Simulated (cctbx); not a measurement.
# Accept or mend?

Cell a = 7.9890 Å, b = 7.9890 Å, c = 10.3180 Å, α = 90.00°, β = 90.00°, γ = 90.00°; space group I4/mcm (no. 140).

Simulated single-crystal data (cctbx): Mo Kα, λ = 0.71073 Å, to d = 0.77 Å, 95 % of the full sphere, strongest reflection 40000 counts, noise from counting, a 2 % proportional error and a noise floor of 4 counts (s.d.); no absorption.

An anisotropic refinement with weights 1/σ² prints:

```text
Rint 0.021, 224 unique reflections to 0.77 A
cycle     R1     wR2    GooF  max shift (A)
   1  0.0266  0.0828   8.336   0.01478
   3  0.0173  0.0587   5.905   0.00001
final R1 0.0173 wR2 0.0587 GooF 5.905  parameters 23  data/parameter 9.7
atom        x        y        z      Ueq    occ   su(xyz)  su(Uiso or U11)
Hf1    0.00000  0.00000  0.75000   0.0049  1.000  0.00000  0.0003
Zn1    0.28053  0.45057  0.00000   0.0069  1.000  0.00011  0.0004
Be1    0.10492  0.39508  0.17868   0.0136  1.000  0.00104  0.0030
Be2    0.50000  0.00000  0.00000   0.0113  1.000  0.00000  0.0065
N1     0.18609  0.31391  0.63147   0.0406  1.000  0.00116  0.0037
difference map: max 0.75 min -1.72 rms 0.29
Q1    0.0000  0.0000  0.2500    4    0.78  0.00 A from Hf1
Q2    0.2001  0.2999  0.0000    8    0.46  1.36 A from Zn1
Q3    0.0259  0.2314  0.0000   16    0.45  0.21 A from Zn1
Q4    0.0000  0.4244  0.2500   16    0.35  1.14 A from Be1
Q5    0.0000  0.2677  0.2500   16    0.33  1.51 A from Be1
Q6    0.2025  0.2975  0.1216   16    0.32  1.25 A from Be1
```

**Question.** Can this result stand? If not, what is the likely fault?

Mend it. The fault: wrong element: N1 is Be. Against the right model at the same level, R1 goes from 0.0040 to 0.0173 and GooF from 0.95 to 5.91, U of N1 swells from 0.0135 to 0.0406 Å², the top difference peak, 0.8 e/Å³, lies on Hf1 and a hole of -1.7 e/Å³ opens. N1 has 3 electrons too many and its U swells to shed them, as expected.

The compound is HfBe9Zn4. The right model at the same level gives:

```text
Rint 0.021, 224 unique reflections to 0.77 A
cycle     R1     wR2    GooF  max shift (A)
   1  0.0042  0.0099   0.996   0.00049
   2  0.0040  0.0094   0.946   0.00000
final R1 0.0040 wR2 0.0094 GooF 0.946  parameters 23  data/parameter 9.7
atom        x        y        z      Ueq    occ   su(xyz)  su(Uiso or U11)
Hf1    0.00000  0.00000  0.75000   0.0051  1.000  0.00000  0.0000
Zn1    0.28049  0.45059  0.00000   0.0071  1.000  0.00002  0.0001
Be1    0.10414  0.39586  0.17910   0.0141  1.000  0.00017  0.0005
Be2    0.50000  0.00000  0.00000   0.0116  1.000  0.00000  0.0010
Be3    0.18496  0.31504  0.63237   0.0135  1.000  0.00018  0.0005
difference map: max 0.25 min -0.16 rms 0.05
Q1    0.1907  0.3093  0.5000    8    0.25  1.37 A from Be3
Q2    0.0000  0.2650  0.2500   16    0.20  1.52 A from Be1
Q3    0.0000  0.0000  0.0000    4    0.20  1.80 A from Zn1
Q4    0.2042  0.2958  0.1166   16    0.17  1.26 A from Be3
Q5    0.2126  0.2874  0.0000    8    0.15  1.41 A from Zn1
Q6    0.0000  0.4263  0.2500   16    0.15  1.13 A from Be1
```

The model was made for the exercise: a known structure type with other elements put in, its volume estimated, not relaxed; displacement parameters are assumed.

[Middle refinement cycles are left out of these outputs.]

[Logs are printed without paths, hosts, clocks, repeated set-up lines and the standing remarks that a program may print on its own settings, such as how far it seeks lower states.]
